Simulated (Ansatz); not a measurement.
# 1T-PbBrI monolayer in a perpendicular field, part 4 of 4

What dipole does a perpendicular field induce in the 1T-PbBrI monolayer, and does the gap follow? A positive field points along +c.

Ansatz 0.2.0; plane-wave DFT, PBE-D3(BJ), Ansatz PAW (the session's first sound run).

So far, gap along the path (eV): step 3 (single point, field 0, PBE D3(BJ)) 2.76; step 7 (field -0.2 V/Å, PBE D3(BJ)) 2.75; step 8 (field 0.35 V/Å, PBE D3(BJ)) 2.77; step 10 (PBE spin-orbit, other threshold) 2.07; step 12 (PBE spin-orbit, field 0.2 V/Å) 2.09.

## 14. A changed input (continued)

Deep bands are left out, so band numbers here count from the lowest band kept and differ from the log's. Electronic bands along the path, in eV, zero at the Fermi level of the run, which the smearing sets inside the gap; v1 is the highest filled band, c1 the lowest empty one:

```
  point     v4     v3     v2     v1    c1    c2    c3    c4
      Γ  -2.56  -1.85  -1.80  -1.80  1.29  2.49  2.49  4.30
halfway  -2.92  -2.41  -1.97  -1.56  1.84  2.84  2.86  4.87
      M  -3.23  -2.35  -2.11  -1.98  2.01  3.05  3.13  4.75
halfway  -3.32  -2.40  -2.32  -1.68  2.41  2.85  3.21  5.25
      K  -3.61  -2.47  -2.33  -1.57  2.55  2.90  3.36  6.22
halfway  -2.83  -2.42  -2.16  -1.49  2.22  2.55  3.02  5.10
      Γ  -2.56  -1.85  -1.80  -1.80  1.29  2.49  2.49  4.30
```

The electronic bands as a text plot (rows in eV, shown from -4.3 to 4.3 only):

```
    4.1 |+                                                      +
    3.8 |
    3.4 |                           +++++++++++
    3.0 |           ++++++++++++++++   +++++   ++++++++++
    2.7 |  +++++++++               +++++++++++++++++++   ++++++
    2.3 |+++++++                 ++++           +++++++++++++++++
    2.0 |        ++++++++++++++++                     ++++
    1.6 |   +++++                                         +++++
    1.3 |+++                                                   ++
    0.9 |
    0.5 |
    0.2 |
   -0.2 |
   -0.5 |
   -0.9 |
   -1.2 |
   -1.6 | **************          ******************************
   -2.0 |*************************                    ***********
   -2.3 |   *************************************************
   -2.7 |**********                         ******* *************
   -3.0 |   **************                      ****   ******
   -3.4 |       ***      **************     ****    ******
   -3.7 |          ***            ********************
   -4.1 |             **************************
         Γ                   M           K                      Γ
```

```
                               quantity  this run  earlier run  difference
          dipole along the normal (e·Å)   0.02626      0.02627     -4.3e-6
                gap along the path (eV)     2.763        2.763      2.0e-6
smallest direct gap along the path (eV)     3.075        3.075      1.0e-6
                 gap on the k-mesh (eV)     2.819        2.777       0.042
```

What moves beyond 0.01 in its unit (for the dipole 0.5 % and 5e-5 e·Å): gap on the k-mesh (+0.0422 eV).

## 15. Varying the input: efield.ramp_width = 0.04

Another changed input: it repeats the earlier run at 0.1 V/Å with efield.ramp_width from 0.06 to 0.04.

input.yaml

```yaml
crystal:
  lattice:
    - [4.4732646569, 0.0, 0.0]
    - [-2.2366323285, 3.8739608307, 0.0]
    - [0.0, 0.0, 21.6021040552]
  atoms:
    - { symbol: I, position: [0.6666666667, 0.3333333333, 0.4166260831] }
    - { symbol: Pb, position: [0.0, 0.0, 0.5073106988] }
    - { symbol: Br, position: [0.3333333333, 0.6666666667, 0.5833739169] }
kpoints:
  mp_grid: { grid: [12, 12, 1] }
  band_path:
    path: [[0, 0, 0], [0.5, 0, 0], [0.33333333, 0.33333333, 0], [0, 0, 0]]
    npoints: 16
hamiltonian:
  xc: pbe
  dispersion: d3bj
scf:
  occupations: { method: fermi_dirac, width: 0.05 }
  convergence: { dr2_threshold: 1.0e-10 }
efield:
  axis: 3
  dipole_correction: true
  ramp_position: 0.97
  ramp_width: 0.04
  amplitude: 0.1
output:
  write_potential: true
  write_density: true
  volumetric_format: npy
```

On the command line:

```
$ ansatz run input.yaml --threads 4 --pin off --max-ram 6144MiB --backend cpu --events-out ev --progress --plain --runs-dir out
```

Numbers of over 12 decimals in the logs are rounded to 6 here.

Output:

```text
[...]
Crystal: 3 atoms, lattice volume = 374.348 Å³
Basis set: ecut = 420 eV, 7303 PW (Γ)
Bands: 23, of which v1, the nominal top of the filled ones, is band 19 counted from 1 (18 counted from 0)
Symmetry: 6 space group operations
[...]
k-points: 19 of 144 (time reversal used)
[...]
SCF iter   1: F=—  HF=-22205.800975 eV  |F-HF|=—  |Δ(HF+E_count)|=         —  Δρ=1.06e-2  dr2=1.22e0  ethr=3.10e-3  p=0.052 e·Å  D=2.53e-2 V/Å  ΔV_dip=-0.55 eV  dr2_dipole=1.70e-3  V_vac-E_F(+/−)=5.80/4.37 eV  ⟨swp⟩=9.6  Hψ=2806  notcnv=0
[...]
SCF iter  11: F=-22205.479137 eV  HF=-22205.479137 eV  |F-HF|=1.82e-11  |Δ(HF+E_count)|=  8.77e-10  Δρ=6.28e-8  dr2=3.31e-11  ethr=1.00e-12  p=0.026 e·Å  D=1.27e-2 V/Å  ΔV_dip=-0.27 eV  dr2_dipole=5.23e-15  V_vac-E_F(+/−)=6.03/4.33 eV  ⟨swp⟩=4.9  Hψ=1493  notcnv=0
SCF 1 converged in 11 iterations: F = -22205.479137 eV  dr2 = 3.31e-11
[...]
SCF converged after 11 iterations
Free energy (F): -22205.479137 eV
[...]
Internal energy: -22205.479137 eV  (E = F + TS)
E sigma→0 (E₀):  -22205.479137 eV
Fermi energy:    -1.887013 eV
Dipole field:    D = 0.012696 V/Å  (p = 0.026266 e·Å, saw-weighted, corrected)
Work function:   not extracted (applied field tilts the vacuum); planar V_es + V_field profile in the machine report
[...]
--- Band table (eV; the first three rows and the last of 19) ---
  k-point 0: bands = [... 15 lower, -4.4411, -3.7237, -3.6821, -3.6821, -0.5855, 0.6127, 0.6127, 2.4164]
  k-point 1: bands = [... 15 lower, -4.4343, -3.9694, -3.7065, -3.5092, -0.3867, 0.5241, 0.6742, 2.5170]
  k-point 2: bands = [... 15 lower, -4.5015, -4.2730, -3.7692, -3.3842, -0.1135, 0.5924, 0.8229, 2.7284]
  k-point 18: bands = [... 15 lower, -5.4847, -4.3469, -4.2068, -3.4461, 0.6773, 1.0190, 1.4784, 4.3455]
```

Wall time 7 s (4 threads of AMD EPYC 7R43, shared host); peak memory 0.75 GiB; 27 s of CPU time.

Numbers from this step:

| Quantity | Value |
| --- | --- |
| gap on the k-mesh | 2.777 eV |
| dipole along the normal | 0.02627 e·Å |

Electronic bands along the path, in eV, zero at the Fermi level of the run, which the smearing sets inside the gap:

```
  point  band 16  band 17  band 18  band 19  band 20  band 21  band 22  band 23
      Γ    -2.55    -1.84    -1.80    -1.80     1.30     2.50     2.50     4.30
halfway    -2.91    -2.40    -1.96    -1.55     1.85     2.85     2.87     4.88
      M    -3.22    -2.34    -2.10    -1.97     2.02     3.06     3.14     4.76
halfway    -3.31    -2.39    -2.31    -1.67     2.42     2.86     3.22     5.26
      K    -3.60    -2.46    -2.32    -1.56     2.56     2.91     3.37     6.23
halfway    -2.82    -2.41    -2.15    -1.48     2.23     2.56     3.03     5.11
      Γ    -2.55    -1.84    -1.80    -1.80     1.30     2.50     2.50     4.30
```

```
                               quantity  this run  earlier run  difference
          dipole along the normal (e·Å)   0.02627      0.02627     -3.6e-7
                gap along the path (eV)     2.763        2.763           0
smallest direct gap along the path (eV)     3.075        3.075      1.0e-6
                 gap on the k-mesh (eV)     2.777        2.777     -2.5e-7
```

Nothing in the table moves by 0.01 in its unit (for the dipole 0.5 % and 5e-5 e·Å).

## 16. What came out

```yaml
gap_without_field: 2.76 eV
ionisation_energy_upper_face: 6.78 eV
electron_affinity_upper_face: 4.02 eV
step_between_the_vacuum_levels: 0.251 eV
equivalent_conductor_thickness_atoms_held: 5.25 Å
largest_split_over_2k_that_stays_linear_in_k_at_0_v_a: 1.28 eV Å
largest_split_over_2k_that_stays_linear_in_k_at_0p2_v_a: 1.19 eV Å
```

What this shows: The induced dipole equals that of a perfect conductor 5.25 Å thick, while the outer atoms lie 3.60 Å apart; an out-of-plane ε follows only once a thickness t is chosen, by 1 − 1/ε = 5.25 Å / t. The two faces differ: the vacuum level above lies 0.25 eV higher than the one below. The gap stays within 0.01 eV of 2.76 eV over the fields run, up to 0.35 V/Å in size. Semilocal functionals give gaps that are too small, and excitons are not included. The field series itself is without spin-orbit coupling.

[Logs are printed without paths, hosts, clocks, repeated set-up lines and the standing remarks that a program may print on its own settings, such as how far it seeks lower states.]

[Hosts, paths, dates, database ids (printed as entryN), source tags and the programs' standing remarks are cut or masked in the printed files.]

[Maps of the electrostatic potential energy from Ansatz leave out the sawtooth potential of an applied field or a dipole correction, so their vacuum need not be flat; planar profiles and work functions include it.]
